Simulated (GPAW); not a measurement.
# SiO2 (Quartz, P3_121): the Si L₃ absorption edge, part 2 of 2

What does one-electron theory with a core hole give for the Si L₃ edge of SiO2 (Quartz, P3_121)?

GPAW 26.7.0; X-ray absorption from dipole matrix elements to empty bands, plane-wave PAW PBE.

So far. Step 2 (Ground state of the crystal): The mesh shows a gap of 6.01 eV, so the hole is first treated in a charged cell, without the excited electron.

### Step 4. Spectrum with FCH, Si atom 1

The holes are 4.9 Å apart. In GPAW the data set carries the hole's charge, so charge=0 means a charged cell and charge=-1 a neutral one. The excited electron is left out and a uniform background balances the charge. After the field has converged, empty bands are computed with the density fixed and the dipole matrix elements are summed.

The absorber has 4 O at 1.61 Å (tetrahedral, site symmetry 2).

xas.py

```python
import numpy as np
from ase import Atoms
from ase.parallel import parprint, paropen
from gpaw import GPAW, PW, FermiDirac, Mixer, MixerDif, setup_paths
from gpaw.test import gen
setup_paths.insert(0, '.')
gen('Si', name='fch2p', xcname='PBE', corehole=(2, 1, 1), write_xml=True)
from gpaw.mpi import world
world.barrier()

atoms = Atoms('Si3O6',
    cell=[[2.4579, -4.25720768, 0],
     [-2.4579, -4.25720768, 0],
     [0, 0, -5.4091]],
    scaled_positions=[[0, 0.5303, 0],
     [0.4697, 0, 0.33333333],
     [0.5303, 0.4697, 0.66666667],
     [0.5858, 0.1462, 0.54766667],
     [0.1462, 0.268, 0.21433333],
     [0.268, 0.5858, 0.881],
     [0.4142, 0.732, 0.45233333],
     [0.8538, 0.4142, 0.78566667],
     [0.732, 0.8538, 0.119]],
    pbc=True)
atoms.calc = calc = GPAW(legacy_gpaw=True, mode=PW(500), xc='PBE', setups={0: 'fch2p'},
    kpts={'size': (4, 4, 4), 'gamma': True}, occupations=FermiDirac(0.02),
    charge=0, mixer=Mixer(0.1, 5, 50), maxiter=150,
    convergence={'density': 0.0001}, txt='scf.txt')
energy = atoms.get_potential_energy() + calc.get_reference_energy()
ef = calc.get_fermi_level()
out = dict(energy=energy, fermi=ef, forces=atoms.get_forces().tolist())
parprint(f'all-electron energy {energy:.4f} eV, Fermi level {ef:.4f} eV')
ev = np.array([[calc.get_eigenvalues(k, s) for k in range(len(calc.get_ibz_k_points()))] for s in range(calc.get_number_of_spins())])
out['homo'], out['lumo'], out['counts'] = ev[ev < ef].max(), ev[ev > ef].min(), sorted(set((ev < ef).sum((0, 2)).tolist()))
out['filled'] = (ev[:, 0] < ef).sum(1).tolist()

from ase.units import Ha
from gpaw.xas import dipole_matrix_elements
nb = int(calc.get_number_of_electrons() / 2) + 70
top, nb = nb, nb + 8 + nb // 12
nscf = calc.fixed_density(kpts={'size': (5, 5, 4), 'gamma': True}, nbands=nb,
    convergence={'bands': top, 'eigenstates': 1e-5}, maxiter=60, txt='nscf.txt')
cell = atoms.cell.array
ops = [cell.T @ U.T @ np.linalg.inv(cell.T) for U in nscf.wfs.kd.symmetry.op_scc]
filled = [24]  # bands filled in the ground state, by spin
E = np.arange(-6, 34, 0.1)
fwhm = np.interp(E, [4, 25], [0.9, 3.5])
Y, X, zero, highest = 0, 0, 1e9, 1e9
for spin in range(nscf.get_number_of_spins()):
    wfs = nscf.wfs
    A = dipole_matrix_elements(wfs.setups[0])
    eps = np.zeros((wfs.kd.nibzkpts, nb))
    d = np.zeros((3, A.shape[1], wfs.kd.nibzkpts, nb), complex)
    for kpt in wfs.kpt_u:
        if kpt.s == spin and 0 in kpt.P_ani:
            eps[kpt.k] = kpt.eps_n * Ha
            d[:, :, kpt.k] = (kpt.weight * wfs.nspins / 2) ** 0.5 * np.inner(A, kpt.P_ani[0])
    world.sum(eps)
    world.sum(d)
    T = np.einsum('amkn,bmkn->abkn', d, d.conj()).real
    T = sum(np.einsum('ai,ijkn,bj->abkn', R, T, R) for R in ops) / len(ops)
    empty = np.ones_like(eps, bool) & (np.arange(nb) >= filled[spin])
    zero, highest = min(zero, eps[empty].min()), min(highest, eps[:, top - 1].min())
    lines = [(eps, T, empty)] if spin == 0 else lines + [(eps, T, empty)]
for eps, T, empty in lines:
    f = np.einsum('aakn->akn', T).reshape(3, -1)
    x = eps.ravel() - zero
    w = np.interp(x, E, fwhm) / 2.35482
    g = np.exp(-0.5 * ((E[:, None] - x) / w) ** 2) / (w * (2 * np.pi) ** 0.5)
    Y = Y + (f * empty.ravel()) @ g.T
    X = X + (f * ~empty.ravel()) @ g.T
out.update(E=E.round(2).tolist(), xas=Y.tolist(), xes=X.tolist(), zero=zero, valid=highest - zero, nk=len(eps), nb=nb)
for i in range(0, len(E), 10):
    parprint(f'{E[i]:7.2f}', *(f'{v:10.3e}' for v in Y[:, i]))
import json
with paropen('out.json', 'w') as f:
    json.dump(out, f)
```

Command:

```
OMP_NUM_THREADS=1 mpirun -n 2 gpaw python xas.py
```

Numbers of over 12 decimals in the logs are rounded to 6 here.

The log of the run:

```text
Input parameters:
  convergence: {density: 0.0001}
  kpts: {gamma: True,
         size: (4, 4, 4)}
  maxiter: 150
  mixer: {backend: pulay,
          beta: 0.1,
          method: separate,
          nmaxold: 5,
          weight: 50}
  mode: {ecut: 500.0,
         name: pw}
  occupations: {fixmagmom: False,
                name: fermi-dirac,
                width: 0.02}
  setups: {0: fch2p}
  xc: PBE

Initialize ...

[... PAW data sets ...]

Reference energy: -35794.101572  # eV

Spin-paired calculation

[... convergence settings ...]
Symmetries present (total): 2
  [... symmetry matrices ...]

64 k-points: 4 x 4 x 4 Monkhorst-Pack grid + [1/8,1/8,1/8]
24 k-points in the irreducible part of the Brillouin zone
       k-points in crystal coordinates                weights
   0:     0.00000000    0.00000000    0.00000000          1/64
   1:     0.00000000    0.00000000    0.25000000          2/64
   2:     0.00000000    0.00000000    0.50000000          1/64
   3:     0.25000000    0.00000000   -0.25000000          2/64
   4:     0.25000000    0.00000000    0.00000000          2/64
   5:     0.25000000    0.00000000    0.25000000          2/64
   6:     0.25000000    0.00000000    0.50000000          2/64
   7:     0.25000000    0.25000000   -0.25000000          4/64
   8:     0.25000000    0.25000000    0.00000000          4/64
   9:     0.25000000    0.25000000    0.25000000          4/64
          ...
  23:     0.50000000    0.50000000    0.50000000          2/64

Wave functions: Plane wave expansion
  Cutoff energy: 500.000 eV
  Number of coefficients (min, max): 2840, 2894
  Pulay-stress correction: 0.000000 eV/Ang^3 (de/decut=0.000000)
  Using FFTW library
  Wavefunction extrapolation:
    Improved wavefunction reuse through dual PAW basis

Occupation numbers: Fermi-Dirac:
  width: 0.0200  # eV

Eigensolver
   Davidson(niter=2)

Densities:
  Coarse grid: 27*27*28 grid
  Fine grid: 54*54*56 grid
  Total Charge: 1.000000

Density mixing:
  Method: separate
  Backend: pulay
  Linear mixing parameter: 0.1
  old densities: 5
  Width of damping distribution: 1.1
  Damping of long wavelength oscillations: 50

[... Hamiltonian set-up ...]
Number of atoms: 9
Number of atomic orbitals: 36
Number of bands in calculation: 33
Number of valence electrons: 48
Bands to converge: occupied

... initialized

Initializing position-dependent things.

Density initialized from atomic densities
Creating initial wave functions:
  33 bands from LCAO basis set

          Si
             O
                 Si

          O     O
          O
             Si
           O
              O

Atomic positions and initial magnetic moments

Positions:
   0 Si    -1.303424   -2.257597    0.000000    ( 0.0000,  0.0000,  0.0000)
   1 Si     1.154476   -1.999610   -1.803033    ( 0.0000,  0.0000,  0.0000)
   2 Si     0.148949   -4.257208   -3.606067    ( 0.0000,  0.0000,  0.0000)
   3 O      1.080493   -3.116276   -2.962384    ( 0.0000,  0.0000,  0.0000)
   4 O     -0.299372   -1.763335   -1.159350    ( 0.0000,  0.0000,  0.0000)
   5 O     -0.781121   -3.634804   -4.765417    ( 0.0000,  0.0000,  0.0000)
   6 O     -0.781121   -4.879611   -2.446716    ( 0.0000,  0.0000,  0.0000)
   7 O      1.080493   -5.398139   -4.249750    ( 0.0000,  0.0000,  0.0000)
   8 O     -0.299372   -6.751080   -0.643683    ( 0.0000,  0.0000,  0.0000)

Unit cell:
           periodic     x           y           z      points  spacing
  1. axis:    yes    2.457900   -4.257208    0.000000    27     0.1577
  2. axis:    yes   -2.457900   -4.257208    0.000000    27     0.1577
  3. axis:    yes    0.000000    0.000000   -5.409100    28     0.1932

  Lengths:   4.915800   4.915800   5.409100
  Angles:   90.000000  90.000000  60.000000

Effective grid spacing dv^(1/3) = 0.1770

iter:   1   -87.374062
iter:   2   -84.126765   -1.22  -0.74
iter:   3   -80.471054   -0.84  -0.84
iter:   4   -80.620795   -1.99  -1.23
iter:   5   -80.737197   -2.07  -1.42
iter:   6   -80.705952   -2.77  -2.08
iter:   7   -80.690448   -3.47  -2.14
iter:   8   -80.690477c  -3.73  -2.57
iter:   9   -80.689354c  -4.10  -2.76
iter:  10   -80.689177c  -5.20  -3.07
iter:  11   -80.689173c  -6.25  -3.54
iter:  12   -80.689165c  -6.59  -3.59
iter:  13   -80.689164c  -6.53  -3.67
iter:  14   -80.689164c  -7.04  -3.91
iter:  15   -80.689165c  -7.09  -4.01c
iter:  16   -80.689165c  -7.87c -4.20c

Converged after 16 iterations.

Dipole moment: (0.022900, 0.039664, 0.000000) |e|*Ang

Energy contributions relative to reference atoms: (reference = -35794.101572)

Kinetic:        +41.794191
Potential:      -49.463565
External:        +0.000000
XC:             -72.576292
Entropy (-ST):   -0.000000
Local:           -0.443499
SIC:             +0.000000
--------------------------
Free energy:    -80.689165
Extrapolated:   -80.689165

Showing only first 2 kpts
 Kpt  Band  Eigenvalues  Occupancy
  0    22      0.79446    2.00000
  0    23      1.47111    2.00000
  0    24      7.05124    0.00000
  0    25      9.51931    0.00000

  1    22      1.06643    2.00000
  1    23      1.55524    2.00000
  1    24      7.59296    0.00000
[...]
Fermi level: 2.42515

Gap: 5.406 eV
Transition (v -> c):
  (s=0, k=14, n=23, [0.50, 0.00, 0.00]) -> (s=0, k=0, n=24, [0.00, 0.00, 0.00])
Direct/indirect transitions are different
Direct gap: 5.580 eV
Transition at: (s=0, k=0, n=23, [0.00, 0.00, 0.00])

Forces in eV/Ang:
  0 Si    0.00614    0.01064    0.00000
  1 Si    0.56707    0.20568   -2.11129
  2 Si   -0.10541    0.59394    2.11129
  3 O     0.41443   -0.09833   -0.28679
  4 O    -2.45993    0.03697    1.80188
  5 O    -1.64446    1.65142   -2.11133
  6 O    -0.29237    0.30974    0.28679
  7 O     1.26198   -2.11188   -1.80188
  8 O     2.25240   -0.59843    2.11133
Scalar-relativistic atomic PBE calculation for Si (Silicon, Z=14)
Core hole in 2p state (2p occupation: 5.0)
450 radial gridpoints.
|------------------------------------------------|
|------------------------------------------------|
[... the atom generator's iteration count ...]

Energy contributions:
-------------------------
Kinetic:     +286.495290
XC:           -19.596916
Potential:   -552.672104
-------------------------
Total:       -285.773729

state      eigenvalue         ekin         rmax
-----------------------------------------------
1s^2.0 :   -67.076910    92.835347        0.073
2s^2.0 :    -6.178163    13.891102        0.448
2p^5.0 :    -4.605097    13.071500        0.379
3s^2.0 :    -0.819267     2.172807        1.618
3p^2.0 :    -0.516511     1.669639        1.807
-----------------------------------------------
(units: Bohr and Hartree)

Generating PAW setup
Kinetic energy of the core from tauc = 279.424841
Cutoffs:
rc(s)=2.000
rc(p)=2.000
rc(d)=2.000
rc(vbar)=1.800
rc(comp)=2.000
rc(nct)=2.000

Kinetic energy of the core states: 278.810398
Charge: 1.0
Core electrons: 9.0
Valence electrons: 4.0
Pseudo-core charge: 0.095962
Shape function alpha=2.500
Pseudo-electron charge 4.478302
state    eigenvalue         norm
--------------------------------
3s(2) :    -0.819267     1.181170
*s    :     0.180733
3p(2) :    -0.516511     1.010000
*p    :     0.483489
*d    :     0.000000
--------------------------------

Diagonalizing with gridspacing h=0.050

state   all-electron     PAW
-------------------------------
3s:      -0.819267    -0.819503
3p:      -0.516511    -0.516773
*d:                   -0.154509
*f:                   -0.020629
-------------------------------
all-electron energy -35874.7907 eV, Fermi level 2.4251 eV
[...]
31.00  2.098e-03  2.080e-03  2.179e-03
  32.00  1.975e-03  1.950e-03  2.053e-03
  33.00  1.816e-03  1.773e-03  1.830e-03
```

It took 1.9 min on 2 MPI ranks of Arm Neoverse V2, shared host; peak memory 0.37 GiB.

The Si L₃ spectrum, Si atom 1, full core hole (charged cell) (energy from the lowest empty level; intensity scaled to a mean of 1 over the first 20 eV; polarised curves are means over the symmetry-equivalent atoms):

```csv
E (eV),isotropic,ε ⊥ c,ε ∥ c
-2.0,0.00,0.00,0.00
-1.5,0.00,0.00,0.00
-1.0,0.00,0.00,0.00
-0.5,0.00,0.00,0.01
0.0,0.04,0.04,0.04
0.5,0.16,0.16,0.16
1.0,0.48,0.48,0.47
1.5,1.01,1.03,0.96
2.0,1.10,1.15,1.02
2.5,1.59,1.65,1.49
3.0,1.94,2.00,1.83
3.5,1.15,1.13,1.20
4.0,0.72,0.67,0.82
4.5,0.74,0.74,0.74
5.0,0.73,0.74,0.69
5.5,0.65,0.66,0.64
6.0,0.67,0.68,0.67
6.5,0.70,0.70,0.71
7.0,0.67,0.65,0.72
7.5,0.72,0.69,0.79
8.0,1.02,1.03,1.00
8.5,1.48,1.55,1.34
9.0,1.76,1.84,1.59
9.5,1.67,1.71,1.59
10.0,1.35,1.32,1.39
10.5,1.06,0.99,1.20
11.0,0.90,0.81,1.08
11.5,0.80,0.71,0.99
12.0,0.73,0.65,0.88
12.5,0.69,0.65,0.78
13.0,0.69,0.69,0.69
13.5,0.71,0.74,0.64
14.0,0.74,0.80,0.62
14.5,0.79,0.86,0.65
15.0,0.85,0.91,0.72
15.5,0.91,0.95,0.82
16.0,0.97,0.99,0.92
16.5,1.03,1.04,1.01
17.0,1.11,1.11,1.11
17.5,1.20,1.19,1.22
18.0,1.30,1.28,1.33
18.5,1.39,1.37,1.43
19.0,1.47,1.45,1.51
19.5,1.52,1.50,1.57
20.0,1.55,1.53,1.60
20.5,1.57,1.55,1.60
21.0,1.56,1.54,1.59
21.5,1.53,1.52,1.56
22.0,1.49,1.47,1.52
22.5,1.44,1.43,1.48
23.0,1.40,1.38,1.44
23.5,1.36,1.34,1.40
24.0,1.34,1.32,1.38
24.5,1.32,1.31,1.35
25.0,1.32,1.31,1.33
25.5,1.31,1.32,1.30
26.0,1.30,1.32,1.27
26.5,1.29,1.31,1.24
27.0,1.27,1.30,1.20
27.5,1.24,1.27,1.17
28.0,1.20,1.23,1.15
28.5,1.17,1.20,1.13
29.0,1.14,1.16,1.11
29.5,1.12,1.12,1.10
30.0,1.09,1.09,1.10
30.5,1.07,1.06,1.09
```

Main maxima below 24 eV (height): 2.9 eV (1.98), 4.7 eV (0.75), 9.1 eV (1.77) and 20.5 eV (1.57). At an L edge the dipole rule allows s and d final states: the first features are the absorber's empty s states, and d weight takes over some eV higher.

The hole costs E(hole) − E(ground) = 98.29 eV, and the lowest empty level of the hole cell on the spectrum's mesh lies at 7.05 eV, which puts the zero at 105.34 eV. Two terms are added: -0.84 eV, since the hole is spin-paired here and a spin-polarised one costs that much less in the free atom (computed apart); −0.20 eV, a third of the tabulated L₂–L₃ splitting, since the scalar-relativistic hole is their mean. The photon energy is then 104.30 eV. The tabulated edge of the element is 99.2 eV. The functional and the charged cell's background leave an error of a few eV in such absolute values.

### Step 5. Excitation energy, Si atom 1

With the excited electron kept in the cell the system stays neutral, and the energy difference is an excitation energy by itself. In a small cell that electron takes up a good share of the lowest empty band, or all of one, which shifts the value from the true onset.

Changed against the first core-hole run: core hole to XCH, with the smearing that suits a partly filled band.

scf.py

```python
import numpy as np
from ase import Atoms
from ase.parallel import parprint, paropen
from gpaw import GPAW, PW, FermiDirac, Mixer, MixerDif, setup_paths
from gpaw.test import gen
setup_paths.insert(0, '.')
gen('Si', name='fch2p', xcname='PBE', corehole=(2, 1, 1), write_xml=True)
from gpaw.mpi import world
world.barrier()

atoms = Atoms('Si3O6',
    cell=[[2.4579, -4.25720768, 0],
     [-2.4579, -4.25720768, 0],
     [0, 0, -5.4091]],
    scaled_positions=[[0, 0.5303, 0],
     [0.4697, 0, 0.33333333],
     [0.5303, 0.4697, 0.66666667],
     [0.5858, 0.1462, 0.54766667],
     [0.1462, 0.268, 0.21433333],
     [0.268, 0.5858, 0.881],
     [0.4142, 0.732, 0.45233333],
     [0.8538, 0.4142, 0.78566667],
     [0.732, 0.8538, 0.119]],
    pbc=True)
atoms.calc = calc = GPAW(legacy_gpaw=True, mode=PW(500), xc='PBE', setups={0: 'fch2p'},
    kpts={'size': (4, 4, 4), 'gamma': True}, occupations=FermiDirac(0.04),
    charge=-1, mixer=Mixer(0.1, 5, 50), maxiter=150,
    convergence={'density': 0.0001}, txt='scf.txt')
energy = atoms.get_potential_energy() + calc.get_reference_energy()
ef = calc.get_fermi_level()
out = dict(energy=energy, fermi=ef, forces=atoms.get_forces().tolist())
parprint(f'all-electron energy {energy:.4f} eV, Fermi level {ef:.4f} eV')
ev = np.array([[calc.get_eigenvalues(k, s) for k in range(len(calc.get_ibz_k_points()))] for s in range(calc.get_number_of_spins())])
out['homo'], out['lumo'], out['counts'] = ev[ev < ef].max(), ev[ev > ef].min(), sorted(set((ev < ef).sum((0, 2)).tolist()))
out['filled'] = (ev[:, 0] < ef).sum(1).tolist()
import json
with paropen('out.json', 'w') as f:
    json.dump(out, f)
```

Command:

```
OMP_NUM_THREADS=1 mpirun -n 2 gpaw python scf.py
```

The log of the run:

```text
Input parameters:
  charge: -1
  convergence: {density: 0.0001}
  kpts: {gamma: True,
         size: (4, 4, 4)}
  maxiter: 150
  mixer: {backend: pulay,
          beta: 0.1,
          method: separate,
          nmaxold: 5,
          weight: 50}
  mode: {ecut: 500.0,
         name: pw}
  occupations: {fixmagmom: False,
                name: fermi-dirac,
                width: 0.04}
  setups: {0: fch2p}
  xc: PBE

[...]
--------------------------------
3s(2) :    -0.819267     1.181170
*s    :     0.180733
3p(2) :    -0.516511     1.010000
*p    :     0.483489
*d    :     0.000000
--------------------------------

Diagonalizing with gridspacing h=0.050

state   all-electron     PAW
-------------------------------
3s:      -0.819267    -0.819503
3p:      -0.516511    -0.516773
*d:                   -0.154509
*f:                   -0.020629
-------------------------------
all-electron energy -35866.5586 eV, Fermi level 8.8304 eV
[key lines of the parts left out:]
Converged after 15 iterations.
Dipole moment: (-0.006137, -0.010629, 0.000000) |e|*Ang
Free energy:    -72.465021
Fermi level: 8.83040
```

Elapsed: 27 s, on 2 MPI ranks; peak memory 0.23 GiB.

The total-energy difference is 106.53 eV. With the free-atom terms of -1.04 eV for this edge, the photon energy is 105.48 eV.

### Step 6. Summary of results

| Quantity | Value |
| --- | --- |
| absorber and edge | Si L₃, atom 1 of the ground-state input (counted from 1) |
| surroundings | 4 O at 1.61 Å (tetrahedral, site symmetry 2) |
| highest intensity below 16 eV | 2.9 eV above the zero, height 1.98 |
| photon energy of the zero, with the added terms | 104.3 eV (raw 105.3 eV; uncertain by a few eV) |

The Si L₃ edge of atom 1, with 4 O at 1.61 Å (tetrahedral, site symmetry 2), has its highest intensity of the first 16 eV at 2.9 eV above the zero, near 107 eV in photon energy (uncertain by a few eV), 2.0 times the mean level of the first 20 eV (Gaussian full width 0.9 eV up to 4 eV, rising linearly to 3.5 eV at 25 eV). The neutral-cell energy lies +1.2 eV from the charged-cell zero, a gap made of the charged-cell error and of where the added electron settles. At the Si L₃ edge of atom 1 polarisation matters most near 11.3 eV, where the curves differ by 0.3 on this scale. Only the L₃ part is meant: spin–orbit coupling of the core level isn't computed and the L₂ copy isn't added. The holes are only 4.9 Å apart, so the shape is probably not converged with cell size; no larger cell was run here. The mesh is coarse (0.30 Å⁻¹ between points), so small maxima may be mesh ripples. Lifetime broadening is put in by hand, and intensities beyond about 20 eV depend on it and on the partial waves. The structure is a published determination, not relaxed.

[Banner, clock and machine lines of the logs are left out without a mark of their own.]

[Logs are printed without paths, hosts, clocks, repeated set-up lines and the standing remarks that a program may print on its own settings, such as how far it seeks lower states.]

[Hosts, paths, dates, database ids (printed as entryN), source tags and the programs' standing remarks are cut or masked in the printed files.]

[Lists of maxima count a maximum above −3 eV only where it reaches 4 % of the highest in the window and stands out from its surroundings by 2 % of it (1.5 % where it reaches 55 %); shoulders and weaker maxima are passed over, and of the rest the first, up to two pre-edge ones and the few strongest are named.]
